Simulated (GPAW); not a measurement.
## Work function of HfSi2As4 monolayer at several levels

Wanted: work functions and dipole of HfSi2As4 monolayer, with the cost of each level.

Method: GPAW, PAW setups; layer in a repeated cell with vacuum, relaxation of atoms and in-plane cell, in the first sound run; inputs show where later runs differ, in GPAW 26.7.0.

## Step 1: Starting point

The cell holds 7 atoms: 4 As, 2 Si and 1 Hf. Its edges and angles: a = 3.630 Å, b = 3.630 Å, c = 23.529 Å, α = 90.0°, β = 90.0°, γ = 120.0°. Vacuum lies along c.

## Step 2: Relaxation

Forces are removed first; all later runs use this geometry.

The input, run.py:

```python
import json
import numpy as np
from ase import Atoms
from ase.filters import FrechetCellFilter
from ase.optimize import BFGS
from gpaw import GPAW, PW

slab = Atoms(
    ['As', 'Si', 'As', 'Hf', 'As', 'Si', 'As'],
    positions=[
        [0.00000, 0.00000, 7.00000],
        [-0.00000, 2.09578, 7.76197],
        [-0.00000, 2.09578, 9.99197],
        [0.00000, 0.00000, 11.76474],
        [-0.00000, 2.09578, 13.53752],
        [-0.00000, 2.09578, 15.76752],
        [0.00000, 0.00000, 16.52949]],
    cell=[[3.63, 0.0, 0.0], [-1.815, 3.14367, 0.0], [0.0, 0.0, 23.5295]],
    pbc=[True, True, True])

slab.calc = GPAW(mode=PW(600), xc='PBE', kpts={'size': (9, 9, 1), 'gamma': True},
                 occupations={'name': 'fermi-dirac', 'width': 0.05}, nbands='200%',
                 convergence={'density': 1e-05}, maxiter=200,
                 symmetry={'tolerance': 1e-3}, txt='slab.txt')
result = {}
# The in-plane cell is free; stress needs a cell that repeats along all three vectors
path = []
opt = BFGS(FrechetCellFilter(slab, mask=[1, 1, 0, 0, 0, 1]), maxstep=0.2)
opt.attach(lambda: path.append((slab.get_potential_energy(), slab.positions.tolist(), slab.get_forces().tolist())))
result['relaxed'] = bool(opt.run(fmax=0.02, steps=45))
result['path'] = path
result['cell'] = slab.cell.tolist()
print('in-plane lattice', slab.cell.cellpar().round(4)[[0, 1, 5]])
energy = slab.get_potential_energy()
fermi = slab.calc.get_fermi_level()
v = slab.calc.get_electrostatic_potential().mean((0, 1)) - fermi
n = slab.calc.get_pseudo_density().mean((0, 1))
L = slab.cell[2, 2]
z = np.arange(len(v)) * L / len(v)
low, high = slab.positions[:, 2].min(), slab.positions[:, 2].max()
below, above = np.interp([low - 4.8, high + 4.8], z, v)
slopes = [np.interp(x, z, np.gradient(v, z)) for x in (low - 4.8, high + 4.8)]
eps = np.array([[slab.calc.get_eigenvalues(k, s) for k in range(len(slab.calc.get_ibz_k_points()))]
                for s in range(slab.calc.get_number_of_spins())]) - fermi
top, bottom = eps[eps < 0].max(), eps[eps > 0].min()
dipole = slab.get_dipole_moment()[2]
print(f'energy {energy:.4f} eV, Fermi level {fermi:.4f} eV, dipole {dipole:.5f} e A')
print(f'potential 4.8 A off the faces, from the Fermi level: lower {below:.4f} eV, upper {above:.4f} eV')
print(f'slope of the potential there: lower {slopes[0]:.5f}, upper {slopes[1]:.5f} eV/A')
print(f'nearest levels on the mesh: {top:.4f} and {bottom:.4f} eV')
print('magnetic moment', round(slab.get_magnetic_moment(), 3))
result.update(energy=energy, fermi=fermi, dipole=dipole, below=below, above=above, slopes=slopes, edges=[top, bottom],
              z=z.tolist(), v=v.tolist(), n=n.tolist(), positions=slab.positions.tolist(),
              forces=slab.get_forces(apply_constraint=False).tolist(), moments=slab.get_magnetic_moments().tolist())
json.dump(result, open('result.json', 'w'))
```

Launch:

```
$ OMP_NUM_THREADS=1 OPENBLAS_NUM_THREADS=1 python run.py
```

Log:

```text
Step          Energy          fmax
BFGS:    0      -36.689025        3.386510
BFGS:    1      -37.314547        2.811133
BFGS:    2      -38.415108        0.682503
BFGS:    3      -38.438194        0.612040
BFGS:    4      -38.486207        0.536326
BFGS:    5      -38.525734        0.380968
BFGS:    6      -38.552336        0.377326
BFGS:    7      -38.561274        0.224817
BFGS:    8      -38.564178        0.084145
BFGS:    9      -38.564992        0.082644
BFGS:   10      -38.565404        0.068831
BFGS:   11      -38.565986        0.094590
BFGS:   12      -38.566986        0.118127
BFGS:   13      -38.568319        0.105373
BFGS:   14      -38.569191        0.050113
BFGS:   15      -38.569409        0.010591
in-plane lattice [  3.7911   3.7911 120.    ]
energy -38.5654 eV, Fermi level 0.8229 eV, dipole -0.00049 e A
potential 4.8 A off the faces, from the Fermi level: lower 5.0182 eV, upper 5.0188 eV
slope of the potential there: lower -0.00034, upper 0.00003 eV/A
nearest levels on the mesh: -0.1446 and 0.0375 eV
magnetic moment 0.0
```

The job ended after 23 min (1 thread of Intel Xeon at 2.80GHz (Skylake/Cascade Lake), shared host; peak memory 0.71 GiB).

This step gave:

```
dipole along the normal                    : -4.85e-4 e·Å
levels nearest the Fermi level on the mesh : -0.1446, 0.03746 eV from the Fermi level
```

The electrostatic potential energy of an electron (without an applied field's), less the Fermi level, planar mean by z:

| z (Å) | electrostatic potential energy of an electron (without an applied field's), less the Fermi level, planar mean (eV) |
| --- | --- |
| 0.0 | 5.02 |
| 0.5 | 5.02 |
| 1.0 | 5.02 |
| 1.5 | 5.02 |
| 2.0 | 5.02 |
| 2.5 | 5.02 |
| 3.0 | 5.02 |
| 3.5 | 5.01 |
| 4.0 | 5.00 |
| 4.5 | 4.95 |
| 5.0 | 4.72 |
| 5.5 | 3.83 |
| 6.0 | 0.397 |
| 6.5 | -9.23 |
| 7.0 | -12.2 |
| 7.5 | -9.56 |
| 8.0 | -8.86 |
| 8.5 | -1.05 |
| 9.0 | 2.27 |
| 9.5 | -0.249 |
| 10.0 | -9.36 |
| 10.5 | -8.58 |
| 11.0 | -5.24 |
| 11.5 | -13.3 |
| 12.0 | -13.8 |
| 12.5 | -5.46 |
| 13.0 | -8.13 |
| 13.5 | -9.86 |
| 14.0 | -0.649 |
| 14.5 | 2.28 |
| 15.0 | -0.679 |
| 15.5 | -8.46 |
| 16.0 | -9.69 |
| 16.5 | -11.9 |
| 17.0 | -9.89 |
| 17.5 | 0.0245 |
| 18.0 | 3.73 |
| 18.5 | 4.70 |
| 19.0 | 4.94 |
| 19.5 | 5.00 |
| 20.0 | 5.01 |
| 20.5 | 5.02 |
| 21.0 | 5.02 |
| 21.5 | 5.02 |
| 22.0 | 5.02 |
| 22.5 | 5.02 |
| 23.0 | 5.02 |

Pseudo valence density, planar mean against z:

z (Å), pseudo valence density, planar mean (e/Å³) and a bar:
```
      3.0      0.000 
      3.5      0.000 
      4.0      0.001 
      4.5      0.003 
      5.0      0.013 #
      5.5      0.051 ##
      6.0      0.164 #######
      6.5      0.217 #########
      7.0      0.277 ############
      7.5      0.326 ##############
      8.0      0.186 ########
      8.5      0.143 ######
      9.0      0.123 #####
      9.5      0.192 ########
     10.0      0.192 ########
     10.5      0.280 ############
     11.0      0.354 ###############
     11.5      0.675 #############################
     12.0      0.700 ##############################
     12.5      0.362 ################
     13.0      0.290 ############
     13.5      0.184 ########
     14.0      0.199 #########
     14.5      0.124 #####
     15.0      0.140 ######
     15.5      0.182 ########
     16.0      0.316 ##############
     16.5      0.291 ############
     17.0      0.209 #########
     17.5      0.173 #######
     18.0      0.055 ##
     18.5      0.014 #
     19.0      0.003 
     19.5      0.001 
     20.0      0.000 
     20.5      0.000
```

The relaxation lowered the energy of the cell by 1.89 eV (energies extrapolated to zero smearing; the optimiser's log prints free energies). The largest force left on a free atom is 0.011 eV/Å.

## Step 3: The slab's potential

With the geometry fixed, the planar mean of the potential gives the vacuum level on each side.

This step: GPAW, PAW setups; slab in vacuum (GPAW 26.7.0).

The cell differs from the one that the last finished run ended in (c 23.529 → 23.997 Å).

Edit run.py of step 2 so:

```diff
@@ -3,4 +3,2 @@
 from ase import Atoms
-from ase.filters import FrechetCellFilter
-from ase.optimize import BFGS
 from gpaw import GPAW, PW
@@ -10,25 +8,18 @@
     positions=[
-        [0.00000, 0.00000, 7.00000],
-        [-0.00000, 2.09578, 7.76197],
-        [-0.00000, 2.09578, 9.99197],
-        [0.00000, 0.00000, 11.76474],
-        [-0.00000, 2.09578, 13.53752],
-        [-0.00000, 2.09578, 15.76752],
-        [0.00000, 0.00000, 16.52949]],
-    cell=[[3.63, 0.0, 0.0], [-1.815, 3.14367, 0.0], [0.0, 0.0, 23.5295]],
-    pbc=[True, True, True])
+        [0.00000, -0.00000, 7.00000],
+        [-0.00000, 2.18877, 8.06924],
+        [-0.00000, 2.18877, 10.43153],
+        [0.00000, -0.00000, 11.99856],
+        [-0.00000, 2.18877, 13.56561],
+        [-0.00000, 2.18877, 15.92790],
+        [0.00000, 0.00000, 16.99714]],
+    cell=[[3.79107, -0.0, 0.0], [-1.89553, 3.28316, 0.0], [0.0, 0.0, 23.9971]],
+    pbc=[True, True, False])
 
-slab.calc = GPAW(mode=PW(600), xc='PBE', kpts={'size': (9, 9, 1), 'gamma': True},
+slab.calc = GPAW(mode=PW(400), xc='PBE', kpts={'size': (9, 9, 1), 'gamma': True},
                  occupations={'name': 'fermi-dirac', 'width': 0.05}, nbands='200%',
                  convergence={'density': 1e-05}, maxiter=200,
+                 poissonsolver={'dipolelayer': 'xy'},
                  symmetry={'tolerance': 1e-3}, txt='slab.txt')
 result = {}
-# The in-plane cell is free; stress needs a cell that repeats along all three vectors
-path = []
-opt = BFGS(FrechetCellFilter(slab, mask=[1, 1, 0, 0, 0, 1]), maxstep=0.2)
-opt.attach(lambda: path.append((slab.get_potential_energy(), slab.positions.tolist(), slab.get_forces().tolist())))
-result['relaxed'] = bool(opt.run(fmax=0.02, steps=45))
-result['path'] = path
-result['cell'] = slab.cell.tolist()
-print('in-plane lattice', slab.cell.cellpar().round(4)[[0, 1, 5]])
 energy = slab.get_potential_energy()
```

Log:

```text
energy -38.5585 eV, Fermi level 0.7092 eV, dipole 0.00054 e A
potential 4.8 A off the faces, from the Fermi level: lower 5.0239 eV, upper 5.0126 eV
slope of the potential there: lower -0.00018, upper 0.00018 eV/A
nearest levels on the mesh: -0.1447 and 0.0375 eV
magnetic moment 0.0
```

Wall time 54 s (1 thread); peak memory 0.25 GiB.

This step gave:

| Property | Result |
| --- | --- |
| dipole along the normal | 5.37e-4 e·Å |
| levels nearest the Fermi level on the mesh | -0.1447, 0.03751 eV from the Fermi level |
| upper work function | 5.013 eV |
| lower work function | 5.024 eV |

Table of electrostatic potential energy of an electron (without an applied field's), less the Fermi level, planar mean by z:

| z (Å) | electrostatic potential energy of an electron (without an applied field's), less the Fermi level, planar mean (eV) |
| --- | --- |
| 0.0 | 5.02 |
| 0.5 | 5.02 |
| 1.0 | 5.02 |
| 1.5 | 5.02 |
| 2.0 | 5.02 |
| 2.5 | 5.02 |
| 3.0 | 5.02 |
| 3.5 | 5.02 |
| 4.0 | 5.01 |
| 4.5 | 4.99 |
| 5.0 | 4.87 |
| 5.5 | 4.40 |
| 6.0 | 2.56 |
| 6.5 | -3.98 |
| 7.0 | -13.1 |
| 7.5 | -9.60 |
| 8.0 | -10.5 |
| 8.5 | -4.53 |
| 9.0 | 1.44 |
| 9.5 | 1.72 |
| 10.0 | -4.67 |
| 10.5 | -11.3 |
| 11.0 | -5.33 |
| 11.5 | -8.71 |
| 12.0 | -16.0 |
| 12.5 | -8.66 |
| 13.0 | -5.35 |
| 13.5 | -11.3 |
| 14.0 | -4.61 |
| 14.5 | 1.73 |
| 15.0 | 1.41 |
| 15.5 | -4.59 |
| 16.0 | -10.5 |
| 16.5 | -9.62 |
| 17.0 | -13.1 |
| 17.5 | -3.93 |
| 18.0 | 2.57 |
| 18.5 | 4.40 |
| 19.0 | 4.86 |
| 19.5 | 4.98 |
| 20.0 | 5.00 |
| 20.5 | 5.01 |
| 21.0 | 5.01 |
| 21.5 | 5.01 |
| 22.0 | 5.01 |
| 22.5 | 5.01 |
| 23.0 | 5.01 |
| 23.5 | 5.01 |

The pseudo valence density, planar mean oscillates, so the rows of the table below give means over windows of 1 Å about each position, cut where the curve ends. Its maxima inside the range that stand out by 2 % of the span (Å: e/Å³): 6.6: 0.238, 7.5: 0.367, 10.1: 0.230, 12.0: 0.843, 13.9: 0.230, 16.5: 0.367, 17.4: 0.238. Its minima: 6.9: 0.183, 9.2: 0.121, 10.5: 0.175, 13.5: 0.175, 14.8: 0.121, 17.1: 0.183.

The pseudo valence density, planar mean by z; means over each step:

| z (Å) | pseudo valence density, planar mean (e/Å³) |
| --- | --- |
| 3 | 3.5e-5 |
| 4 | 5.6e-4 |
| 5 | 0.00955 |
| 6 | 0.112 |
| 7 | 0.244 |
| 8 | 0.250 |
| 9 | 0.136 |
| 10 | 0.193 |
| 11 | 0.328 |
| 12 | 0.666 |
| 13 | 0.328 |
| 14 | 0.193 |
| 15 | 0.136 |
| 16 | 0.251 |
| 17 | 0.244 |
| 18 | 0.112 |
| 19 | 0.00948 |
| 20 | 5.5e-4 |
| 21 | 3.5e-5 |

The potential is flat to 1.8e-4 eV/Å where it is read, so the vacuum is wide enough.

## Step 4: Self-consistent run: xc = "RPBE"

The same geometry under RPBE, to see how far the functional moves the levels against the vacuum.

Edit run.py of step 3 so:

```diff
@@ -18,3 +18,3 @@
 
-slab.calc = GPAW(mode=PW(400), xc='PBE', kpts={'size': (9, 9, 1), 'gamma': True},
+slab.calc = GPAW(mode=PW(400), xc='RPBE', kpts={'size': (9, 9, 1), 'gamma': True},
                  occupations={'name': 'fermi-dirac', 'width': 0.05}, nbands='200%',
```

Log:

```text
energy -36.2719 eV, Fermi level 0.8272 eV, dipole 0.00054 e A
potential 4.8 A off the faces, from the Fermi level: lower 4.9134 eV, upper 4.9021 eV
slope of the potential there: lower -0.00020, upper 0.00020 eV/A
nearest levels on the mesh: -0.1711 and 0.0438 eV
magnetic moment 0.0
```

Run time: 55 s. Hardware: 1 thread; peak memory 0.25 GiB.

This step gave:

```yaml
levels_nearest_the_fermi_level_on_the_mesh: -0.1711, 0.04380 eV from the Fermi level
upper_work_function: 4.902 eV
lower_work_function: 4.913 eV
```

Table of electrostatic potential energy of an electron (without an applied field's), less the Fermi level, planar mean by z:

z (Å), electrostatic potential energy of an electron (without an applied field's), less the Fermi level, planar mean (eV) and a bar from the least value:
```
      0.0        4.9 ##############################
      0.5        4.9 ##############################
      1.0        4.9 ##############################
      1.5        4.9 ##############################
      2.0        4.9 ##############################
      2.5        4.9 ##############################
      3.0        4.9 ##############################
      3.5        4.9 ##############################
      4.0        4.9 ##############################
      4.5        4.9 ##############################
      5.0        4.8 ##############################
      5.5        4.3 #############################
      6.0        2.4 ##########################
      6.5       -4.1 #################
      7.0      -13.3 ####
      7.5       -9.7 #########
      8.0      -10.6 ########
      8.5       -4.7 ################
      9.0        1.3 #########################
      9.5        1.6 #########################
     10.0       -4.8 ################
     10.5      -11.4 #######
     11.0       -5.5 ###############
     11.5       -8.8 ##########
     12.0      -16.1 
     12.5       -8.8 ##########
     13.0       -5.5 ###############
     13.5      -11.4 #######
     14.0       -4.7 ################
     14.5        1.6 #########################
     15.0        1.3 #########################
     15.5       -4.7 ################
     16.0      -10.6 ########
     16.5       -9.7 #########
     17.0      -13.3 ####
     17.5       -4.0 #################
     18.0        2.5 ##########################
     18.5        4.3 #############################
     19.0        4.7 ##############################
     19.5        4.9 ##############################
     20.0        4.9 ##############################
     20.5        4.9 ##############################
     21.0        4.9 ##############################
     21.5        4.9 ##############################
     22.0        4.9 ##############################
     22.5        4.9 ##############################
     23.0        4.9 ##############################
     23.5        4.9 ##############################
```

The pseudo valence density, planar mean oscillates, so the rows of the table below give means over windows of 1 Å about each position, cut where the curve ends. Its maxima inside the range that stand out by 2 % of the span (Å: e/Å³): 6.6: 0.238, 7.5: 0.367, 10.1: 0.230, 12.0: 0.843, 13.9: 0.230, 16.5: 0.367, 17.4: 0.238. Its minima: 6.9: 0.183, 9.2: 0.121, 10.3: 0.176, 13.7: 0.176, 14.8: 0.121, 17.1: 0.183.

The pseudo valence density, planar mean by z; means over each step:

| z (Å) | pseudo valence density, planar mean (e/Å³) |
| --- | --- |
| 3 | 3.8e-5 |
| 4 | 5.8e-4 |
| 5 | 0.00950 |
| 6 | 0.112 |
| 7 | 0.244 |
| 8 | 0.250 |
| 9 | 0.136 |
| 10 | 0.193 |
| 11 | 0.328 |
| 12 | 0.666 |
| 13 | 0.328 |
| 14 | 0.193 |
| 15 | 0.136 |
| 16 | 0.251 |
| 17 | 0.244 |
| 18 | 0.112 |
| 19 | 0.00943 |
| 20 | 5.8e-4 |
| 21 | 3.8e-5 |

Force by atom:

| atom | x (eV/Å) | y (eV/Å) | z (eV/Å) | size |
| --- | --- | --- | --- | --- |
| As1 | 0.000 | 0.000 | -0.122 | 0.122 |
| Si2 | 0.000 | 0.000 | -0.010 | 0.010 |
| As3 | 0.000 | 0.000 | -0.066 | 0.066 |
| Hf4 | 0.000 | 0.000 | 0.000 | 0.000 |
| As5 | 0.000 | 0.000 | 0.066 | 0.066 |
| Si6 | 0.000 | 0.000 | 0.010 | 0.010 |
| As7 | 0.000 | 0.000 | 0.122 | 0.122 |

The upper face's work function is 4.902 eV, against 5.013 eV in the first plane-wave PBE run at this geometry.

## Step 5: OptPBE vdW: xc = "optPBE-vdW"

The same geometry under optPBE-vdW, to see how far the functional moves the levels against the vacuum (the van der Waals functionals take revPBE setups).

Edit run.py of step 4 so:

```diff
@@ -18,3 +18,3 @@
 
-slab.calc = GPAW(mode=PW(400), xc='RPBE', kpts={'size': (9, 9, 1), 'gamma': True},
+slab.calc = GPAW(mode=PW(400), xc='optPBE-vdW', kpts={'size': (9, 9, 1), 'gamma': True},
                  occupations={'name': 'fermi-dirac', 'width': 0.05}, nbands='200%',
```

Log:

```text
energy -112.5935 eV, Fermi level 0.6233 eV, dipole 0.00054 e A
potential 4.8 A off the faces, from the Fermi level: lower 5.2191 eV, upper 5.2079 eV
slope of the potential there: lower -0.00025, upper 0.00025 eV/A
nearest levels on the mesh: -0.1929 and 0.0202 eV
magnetic moment 0.0
```

It took 73 s on 1 thread; peak memory 0.44 GiB.

Numbers from this step:

* levels nearest the Fermi level on the mesh: -0.1929, 0.02023 eV from the Fermi level
* upper work function: 5.208 eV
* lower work function: 5.219 eV

The upper face's work function is 5.208 eV, against 5.013 eV in the first plane-wave PBE run at this geometry.

## Step 6: Self-consistent run: xc = "LDA"

The same geometry under LDA, to see how far the functional moves the levels against the vacuum.

Edit run.py of step 5 so:

```diff
@@ -18,3 +18,3 @@
 
-slab.calc = GPAW(mode=PW(400), xc='optPBE-vdW', kpts={'size': (9, 9, 1), 'gamma': True},
+slab.calc = GPAW(mode=PW(400), xc='LDA', kpts={'size': (9, 9, 1), 'gamma': True},
                  occupations={'name': 'fermi-dirac', 'width': 0.05}, nbands='200%',
```

Log:

```text
energy -42.9913 eV, Fermi level 0.4102 eV, dipole 0.00054 e A
potential 4.8 A off the faces, from the Fermi level: lower 5.2999 eV, upper 5.2886 eV
slope of the potential there: lower -0.00015, upper 0.00015 eV/A
nearest levels on the mesh: -0.1072 and 0.0177 eV
magnetic moment 0.0
```

The job ended after 53 s (1 thread; peak memory 0.25 GiB).

This step gave:

```
dipole along the normal                    : 5.36e-4 e·Å
levels nearest the Fermi level on the mesh : -0.1072, 0.01768 eV from the Fermi level
upper work function                        : 5.289 eV
lower work function                        : 5.300 eV
```

The upper face's work function is 5.289 eV, against 5.013 eV in the first plane-wave PBE run at this geometry.

[end of part 1 of 2]

[Logs are printed without paths, hosts, clocks, repeated set-up lines and the standing remarks that a program may print on its own settings, such as how far it seeks lower states.]

[Hosts, paths, dates, database ids (printed as entryN), source tags and the programs' standing remarks are cut or masked in the printed files.]
